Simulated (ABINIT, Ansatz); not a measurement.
# Lattice dynamics of H4C (I-43m) in two programs, part 3 of 4

How does H4C (I-43m) vibrate, and is this structure a minimum?

ABINIT 10.8.3; DFT LDA, scalar-relativistic, plane waves, PseudoDojo norm-conserving pseudopotentials.

So far, lowest frequency on the path (cm⁻¹): step 7 (interpolated phonon bands) -15.3. Also highest frequency (cm⁻¹): step 7 3059. The relaxed cell has a = 4.251 Å (conventional setting).

### Step 8. Sums over the zone

Sums over the zone need many more wavevectors than were solved, so the interpolation is sampled on a dense mesh.

The input, anaddb.abi:

```
ddb_filepath "all_DDB"
output_file "anaddb.abo"
outdata_prefix "anaddb"
ifcflag 1
ngqpt 4 4 4
nqshft 1
q1shft 0.0 0.0 0.0
asr 1
chneut 1
dipdip 1
dipquad 0
quadquad 0
prtdos 2
ng2qpt 15 15 15
dosdeltae 4.5563e-06
ntemper 11
temperinc 100.0
tempermin 0.0
```

Started as:

```console
$ OMP_NUM_THREADS=1 anaddb anaddb.abi > anaddb.log
```

anaddb.abo, the main output file:

```text
[banners, grids, parts of the stress and lines that vanish by symmetry left out]
-outvars_anaddb: echo values of input variables ----------------------

 Flags :
     ifcflag         1
 Miscellaneous information :
         asr         1
 Interatomic Force Constants Inputs :
      dipdip         1
     dipquad         0
    quadquad         0
      ifcana         0
      ifcout         0
 Description of grid 1 :
        brav         1
       ngqpt         4         4         4
      nqshft         1
      q1shft
                     0.00000000E+00  0.00000000E+00  0.00000000E+00
 Phonon DOS information :
   dosdeltae  4.55630000E-06
    dossmear  4.55633525E-06
 Description of grid 2 (Fourier interp. or BZ sampling):
      ng2qpt        15        15        15
      ngrids         4
      q2shft         0.00000000E+00  0.00000000E+00  0.00000000E+00

================================================================================

 read the DDB information and perform some checks

  ==== Info on the Cryst% object ====
 Real(R)+Recip(G) space primitive vectors, cartesian coordinates (Bohr,Bohr^-1):
 R(1)=  4.0162469  4.0162469  4.0162469  G(1)=  0.1244943  0.0000000  0.1244943
 R(2)= -4.0162469  4.0162469  4.0162469  G(2)= -0.1244943  0.1244943  0.0000000
 R(3)= -4.0162469 -4.0162469  4.0162469  G(3)=  0.0000000 -0.1244943  0.1244943
 Unit cell volume ucvol=  2.5913210E+02 bohr^3
 Angles (23,13,12)=  7.05287794E+01  1.09471221E+02  7.05287794E+01 degrees
 Time-reversal symmetry is present
 Reduced atomic positions [iatom, xred, symbol]:
    1)   -0.0000000  0.0000000  0.2988473   H
    2)   -0.0000000  0.7011527 -0.0000000   H
    3)    0.7011527  0.2988473  0.7011527   H
    4)    0.2988473  0.0000000 -0.0000000   H
    5)    0.0000000  0.0000000  0.0000000   C

 DDB file with 8 blocks has been read.

================================================================================

 Dielectric Tensor and Effective Charges

 anaddb : Zero the imaginary part of the Dynamical Matrix at Gamma,
   and impose the ASR on the effective charges

 The violation of the charge neutrality conditions
 by the effective charges is as follows :
    atom        electric field
 displacement     direction
       1               1        0.000262        0.000000
       1               2        0.000000        0.000000
       1               3        0.000000        0.000000
       2               1       -0.000000        0.000000
       2               2        0.000262        0.000000
       2               3        0.000000        0.000000
       3               1        0.000000        0.000000
       3               2        0.000000        0.000000
       3               3        0.000262        0.000000

 Effective charge tensors after
 imposition of the charge neutrality (if requested by user),
 and eventual restriction to some part :
   atom    displacement
         1         1    6.798784E-02   -3.623295E-02    3.623295E-02
         1         2   -3.623295E-02    6.798784E-02    3.623295E-02
         1         3    3.623295E-02    3.623295E-02    6.798784E-02
         2         1    6.798784E-02    3.623295E-02    3.623295E-02
         2         2    3.623295E-02    6.798784E-02   -3.623295E-02
         2         3    3.623295E-02   -3.623295E-02    6.798784E-02
         3         1    6.798784E-02    3.623295E-02   -3.623295E-02
         3         2    3.623295E-02    6.798784E-02    3.623295E-02
         3         3   -3.623295E-02    3.623295E-02    6.798784E-02
         4         1    6.798784E-02   -3.623295E-02   -3.623295E-02
         4         2   -3.623295E-02    6.798784E-02   -3.623295E-02
         4         3   -3.623295E-02   -3.623295E-02    6.798784E-02
         5         1   -2.719513E-01   -1.277279E-16   -1.263402E-16
         5         2    1.388302E-16   -2.719513E-01   -1.374424E-16
         5         3   -1.610346E-16   -1.596468E-16   -2.719513E-01
 Now, the imaginary part of the dynamical matrix is zeroed

================================================================================

 Calculation of the interatomic forces

       Homogeneous q point set in the B.Z.
 Grid q points  :       64
  1)   0.00000000E+00  0.00000000E+00  0.00000000E+00
  2)   2.50000000E-01  0.00000000E+00  0.00000000E+00
  3)   5.00000000E-01  0.00000000E+00  0.00000000E+00
  4)  -2.50000000E-01  0.00000000E+00  0.00000000E+00
  5)   0.00000000E+00  2.50000000E-01  0.00000000E+00
  6)   2.50000000E-01  2.50000000E-01  0.00000000E+00
  7)   5.00000000E-01  2.50000000E-01  0.00000000E+00
  8)  -2.50000000E-01  2.50000000E-01  0.00000000E+00
  9)   0.00000000E+00  5.00000000E-01  0.00000000E+00
 10)   2.50000000E-01  5.00000000E-01  0.00000000E+00
 11)   5.00000000E-01  5.00000000E-01  0.00000000E+00
 12)  -2.50000000E-01  5.00000000E-01  0.00000000E+00
 13)   0.00000000E+00 -2.50000000E-01  0.00000000E+00
 14)   2.50000000E-01 -2.50000000E-01  0.00000000E+00
[...]
58)   2.50000000E-01  5.00000000E-01 -2.50000000E-01
 59)   5.00000000E-01  5.00000000E-01 -2.50000000E-01
 60)  -2.50000000E-01  5.00000000E-01 -2.50000000E-01
 61)   0.00000000E+00 -2.50000000E-01 -2.50000000E-01
 62)   2.50000000E-01 -2.50000000E-01 -2.50000000E-01
 63)   5.00000000E-01 -2.50000000E-01 -2.50000000E-01
 64)  -2.50000000E-01 -2.50000000E-01 -2.50000000E-01

 The interatomic forces have been obtained

================================================================================

 Calculation of phonon density of states

 Average speed of sound partial sums:     0.1346577040E-02 (at units)
-                                   =           2.9459 [km/s]

 Debye frequency from partial sums:     0.8232677954E-03 (Ha)
-                                 =     0.5416841876E+01 (THz)
-Debye temperature from partial sums:     0.2599674085E+03 (K)

 Average speed of sound:     0.1097341386E-03 (at units)
-                      =           0.2401 [km/s]

 Debye frequency from DOS:     0.6708905591E-04 (Ha)
-                        =     0.4414247824E+00 (THz)
-Debye temperature from DOS:     0.2118504829E+02 (K)

-
```

Run time: 6.1 s. Hardware: 1 thread of Arm Neoverse V2, shared host.

Read from the output:

- share of modes beyond 3i cm⁻¹ on the dense interpolated mesh: 2.00e-4

The phonon density of states has structure finer than the step of the table below, so its rows give means over 100 cm⁻¹, whole bins alone (the curve runs from -45.3 to 3075 cm⁻¹). Peaks (cm⁻¹: height): 174.7: 0.0761, 1234.7: 0.0908, 1454.7: 0.0434, 2934.7: 0.0269, 3054.7: 0.139.

Tetrahedra. Phonon density of states against wavenumber; means over each step:

```csv
wavenumber (cm⁻¹),phonon density of states (1/cm⁻¹/cell)
100,0.0278
200,0.0292
300,0
400,0
500,0
600,0
700,0
800,0
900,0
1000,0
1100,0
1200,0.0206
1300,0.00952
1400,0.00397
1500,0.0160
1600,7.5e-6
1700,0
1800,0
1900,0
2000,0
2100,0
2200,0
2300,0
2400,0
2500,0
2600,0
2700,0
2800,0
2900,0.00930
3000,0.0113
```

### Step 9. Zone-centre analysis

anaddb reads the merged derivatives, imposes the acoustic sum rule and charge neutrality, and adds the LO-TO term along chosen directions.

The input, anaddb.abi:

```
ddb_filepath "gamma_DDB"
output_file "anaddb.abo"
outdata_prefix "anaddb"
asr 1
chneut 1
enunit 2
eivec 1
nph1l 1
qph1l 0.0 0.0 0.0 1.0
dieflag 1
nph2l 3
qph2l 
    1.0 0.0 0.0 0.0
    0.0 0.0 1.0 0.0
    1.0 1.0 1.0 0.0
```

The input, mrgddb.in:

```
gamma_DDB
merged
2
dfpt_gammao_DS2_DDB
gso_DDB
```

Started as:

```console
$ mrgddb < mrgddb.in > mrgddb.log
$ OMP_NUM_THREADS=1 anaddb anaddb.abi > anaddb.log
```

anaddb.abo, the main output file:

```text
[banners, grids, parts of the stress and lines that vanish by symmetry left out]
-outvars_anaddb: echo values of input variables ----------------------

 Flags :
[...]
Dielectric Tensor and Effective Charges
[...]
Effective charge tensors after
[...]
Phonon wavevector (reduced coordinates) :  0.00000  0.00000  0.00000
 Phonon energies in Hartree :
[...]
Phonon energies in meV     :
-  0.000000E+00  0.000000E+00  0.000000E+00  2.585653E+01  2.585653E+01
-  2.585653E+01  1.533724E+02  1.533724E+02  1.533724E+02  1.779631E+02
-  1.779631E+02  3.607943E+02  3.787737E+02  3.787737E+02  3.787737E+02
 Phonon frequencies in cm-1    :
-  0.000000E+00  0.000000E+00  0.000000E+00  2.085470E+02  2.085470E+02
-  2.085470E+02  1.237032E+03  1.237032E+03  1.237032E+03  1.435369E+03
-  1.435369E+03  2.910002E+03  3.055016E+03  3.055016E+03  3.055016E+03
 Phonon frequencies in Thz     :
-  0.000000E+00  0.000000E+00  0.000000E+00  6.252080E+00  6.252080E+00
-  6.252080E+00  3.708529E+01  3.708529E+01  3.708529E+01  4.303129E+01
-  4.303129E+01  8.723967E+01  9.158706E+01  9.158706E+01  9.158706E+01
 Phonon energies in Kelvin  :
-  0.000000E+00  0.000000E+00  0.000000E+00  3.000525E+02  3.000525E+02
-  3.000525E+02  1.779813E+03  1.779813E+03  1.779813E+03  2.065176E+03
-  2.065176E+03  4.186844E+03  4.395486E+03  4.395486E+03  4.395486E+03
[...]
-  1  1.28892046E-06  1.06241978E-05  5.84762735E-03
-     0.00000000E+00  0.00000000E+00  0.00000000E+00
-  2  1.28892077E-06  1.06240267E-05  5.84762735E-03
-     0.00000000E+00  0.00000000E+00  0.00000000E+00
-  3  1.28874965E-06  1.06241978E-05  5.84762735E-03
-     0.00000000E+00  0.00000000E+00  0.00000000E+00
-  4  1.28874934E-06  1.06240267E-05  5.84762735E-03
-     0.00000000E+00  0.00000000E+00  0.00000000E+00
-  5  1.28883501E-06  1.06241119E-05  5.84762717E-03
-     0.00000000E+00  0.00000000E+00  0.00000000E+00
[...]
-  1  5.58710966E-06 -5.84762482E-03  1.06227908E-05
-     0.00000000E+00  0.00000000E+00  0.00000000E+00
-  2  5.58693854E-06 -5.84762482E-03  1.06229619E-05
-     0.00000000E+00  0.00000000E+00  0.00000000E+00
-  3  5.58693823E-06 -5.84762482E-03  1.06227906E-05
-     0.00000000E+00  0.00000000E+00  0.00000000E+00
-  4  5.58710935E-06 -5.84762482E-03  1.06229617E-05
-     0.00000000E+00  0.00000000E+00  0.00000000E+00
-  5  5.58702377E-06 -5.84762464E-03  1.06228759E-05
-     0.00000000E+00  0.00000000E+00  0.00000000E+00
[...]
-  1  5.84763433E-03  5.58458770E-06 -1.29889732E-06
-     0.00000000E+00  0.00000000E+00  0.00000000E+00
-  2  5.84763433E-03  5.58475886E-06 -1.29889749E-06
-     0.00000000E+00  0.00000000E+00  0.00000000E+00
-  3  5.84763433E-03  5.58475882E-06 -1.29906844E-06
-     0.00000000E+00  0.00000000E+00  0.00000000E+00
-  4  5.84763433E-03  5.58458774E-06 -1.29906860E-06
-     0.00000000E+00  0.00000000E+00  0.00000000E+00
[...]
-     1          0.000000     0.000000     0.000000     0.000000
-     2          0.000000    -0.000000     0.000000     0.000000
[...]
-   1     Real    0.0000E+00  0.0000E+00  0.0000E+00  0.0000E+00  0.0000E+00  0.0000E+00  0.0000E+00
[...]
-   2     Real    0.0000E+00  0.0000E+00  0.0000E+00  0.0000E+00  0.0000E+00  0.0000E+00  0.0000E+00
[...]
-   3     Real    0.0000E+00  0.0000E+00  0.0000E+00  0.0000E+00  0.0000E+00  0.0000E+00  0.0000E+00
[...]
-   4     Real    0.0000E+00  0.0000E+00  0.0000E+00  0.0000E+00  0.0000E+00  0.0000E+00  0.0000E+00
[...]
-   5     Real    0.0000E+00  0.0000E+00  0.0000E+00  0.0000E+00  0.0000E+00  0.0000E+00  0.0000E+00
[...]
-   6     Real    0.0000E+00  0.0000E+00  0.0000E+00  0.0000E+00  0.0000E+00  0.0000E+00  0.0000E+00
[...]
-   7     Real    1.2954E-12  8.4872E-12  1.9060E-05 -3.3158E-12 -4.9689E-09  1.2719E-08  1.9060E-05
[...]
-   8     Real    8.7496E-13  1.9060E-05  8.4858E-12  4.0838E-09 -2.7248E-12 -1.2718E-08  1.9060E-05
[...]
-   9     Real    1.9060E-05  8.7354E-13  1.2968E-12 -4.0804E-09  4.9717E-09 -1.0643E-12  1.9060E-05
[...]
-  10     Real    0.0000E+00  0.0000E+00  0.0000E+00  0.0000E+00  0.0000E+00  0.0000E+00  0.0000E+00
[...]
-  11     Real    0.0000E+00  0.0000E+00  0.0000E+00  0.0000E+00  0.0000E+00  0.0000E+00  0.0000E+00
[...]
-  13     Real    2.9065E-14  2.8359E-13  9.6660E-08 -9.0788E-14  5.3004E-11 -1.6556E-10  9.6660E-08
[...]
-  14     Real    1.7548E-13  9.6660E-08  2.8383E-13 -1.3024E-10 -2.2317E-13  1.6564E-10  9.6660E-08
[...]
-  15     Real    9.6660E-08  1.7572E-13  2.8820E-14  1.3033E-10 -5.2781E-11 -7.1164E-14  9.6660E-08
[...]
Phonon at Gamma, with non-analyticity in the
[...]
Phonon energies in Hartree :
[...]
Phonon energies in meV     :
[...]
Phonon frequencies in cm-1    :
[...]
Phonon frequencies in Thz     :
[...]
Phonon energies in Kelvin  :
[...]
-  3.000525E+02  1.779813E+03  1.779813E+03  1.791544E+03  2.065176E+03
-  2.065176E+03  4.186844E+03  4.395486E+03  4.395486E+03  4.395510E+03
[...]
-  1  3.69714211E-06  5.84763365E-03  5.21171837E-06
-     0.00000000E+00  0.00000000E+00  0.00000000E+00
-  2  3.69731323E-06  5.84763365E-03  5.21154725E-06
-     0.00000000E+00  0.00000000E+00  0.00000000E+00
-  3  3.69731307E-06  5.84763365E-03  5.21171826E-06
-     0.00000000E+00  0.00000000E+00  0.00000000E+00
-  4  3.69714196E-06  5.84763365E-03  5.21154714E-06
-     0.00000000E+00  0.00000000E+00  0.00000000E+00
-  5  3.69722748E-06  5.84763347E-03  5.21163259E-06
-     0.00000000E+00  0.00000000E+00  0.00000000E+00
[...]
-  1  5.84763596E-03 -3.69766393E-06  3.93255291E-07
-     0.00000000E+00  0.00000000E+00  0.00000000E+00
[...]
Phonon at Gamma, with non-analyticity in the
[...]
Phonon energies in Hartree :
[...]
Phonon energies in meV     :
-  0.000000E+00  0.000000E+00  0.000000E+00  2.585653E+01  2.585653E+01
-  2.585653E+01  1.533724E+02  1.533724E+02  1.543833E+02  1.779631E+02
-  1.779631E+02  3.607943E+02  3.787737E+02  3.787737E+02  3.787757E+02
 Phonon frequencies in cm-1    :
-  0.000000E+00  0.000000E+00  0.000000E+00  2.085470E+02  2.085470E+02
[...]
Phonon frequencies in Thz     :
[...]
Phonon energies in Kelvin  :
[...]
Phonon at Gamma, with non-analyticity in the
[...]
Phonon energies in Hartree :
[...]
Phonon energies in meV     :
[...]
Phonon frequencies in cm-1    :
[...]
Phonon frequencies in Thz     :
[...]
Phonon energies in Kelvin  :
[...]
-  3.000525E+02  1.779813E+03  1.779813E+03  1.791544E+03  2.065176E+03
-  2.065176E+03  4.186844E+03  4.395486E+03  4.395486E+03  4.395510E+03
[...]
-  4  1.11095432E-02  1.11095432E-02  1.11095432E-02
-     0.00000000E+00  0.00000000E+00  0.00000000E+00
-  5 -1.18244842E-03 -1.18244842E-03 -1.18244841E-03
-     0.00000000E+00  0.00000000E+00  0.00000000E+00
[...]
Direction                     Dielectric constant
[...]
0.00000   0.00000   1.00000      2.22903019
   1.00000   1.00000   1.00000      2.22903019
-
```

Elapsed: 0.49 s, on 1 thread.

Read from the output:

| Item | Value |
| --- | --- |
| mean static dielectric constant | 2.229 |
| highest mode moved by the LO-TO term | 1245 cm⁻¹ |

No LO-TO term; unit eigenvectors of the mass-weighted matrix, from anaddb's displacements. Modes at Γ, with each element's share of the kinetic energy:

| mode | frequency (cm⁻¹) | symmetry | H % | C % |
| --- | --- | --- | --- | --- |
| 1 | 0.0 | acoustic | 25 | 75 |
| 2 | 0.0 | acoustic | 25 | 75 |
| 3 | 0.0 | acoustic | 25 | 75 |
| 4 | 208.5 | T1 | 100 | 0 |
| 5 | 208.5 | T1 | 100 | 0 |
| 6 | 208.5 | T1 | 100 | 0 |
| 7 | 1237.0 | T2 | 84 | 16 |
| 8 | 1237.0 | T2 | 84 | 16 |
| 9 | 1237.0 | T2 | 84 | 16 |
| 10 | 1435.4 | E | 100 | 0 |
| 11 | 1435.4 | E | 100 | 0 |
| 12 | 2910.0 | A1 | 100 | 0 |
| 13 | 3055.0 | T2 | 91 | 9 |
| 14 | 3055.0 | T2 | 91 | 9 |
| 15 | 3055.0 | T2 | 91 | 9 |

Displacements in mode 6 (208.5 cm⁻¹), the largest set to 1:
```
H1   1.00 -1.00  0.00
H2   1.00  1.00  0.00
H3  -1.00 -1.00  0.00
H4  -1.00  1.00  0.00
C5   0.00  0.00  0.00
```

Displacements in mode 8 (1237.0 cm⁻¹), the largest set to 1:
```
H1   0.62 -1.00 -0.62
H2  -0.62 -1.00  0.62
H3  -0.62 -1.00 -0.62
H4   0.62 -1.00  0.62
C5   0.00  0.34  0.00
```

Static dielectric tensor (ions relaxed, fixed cell):

```
2.23 0.00 0.00
0.00 2.23 0.00
0.00 0.00 2.23
```

[end of part 3 of 4]

[Host names and launcher messages were left out of these logs when they were recorded.]

[Logs are printed without paths, hosts, clocks, repeated set-up lines and the standing remarks that a program may print on its own settings, such as how far it seeks lower states.]

[Hosts, paths, dates, database ids (printed as entryN), source tags and the programs' standing remarks are cut or masked in the printed files.]
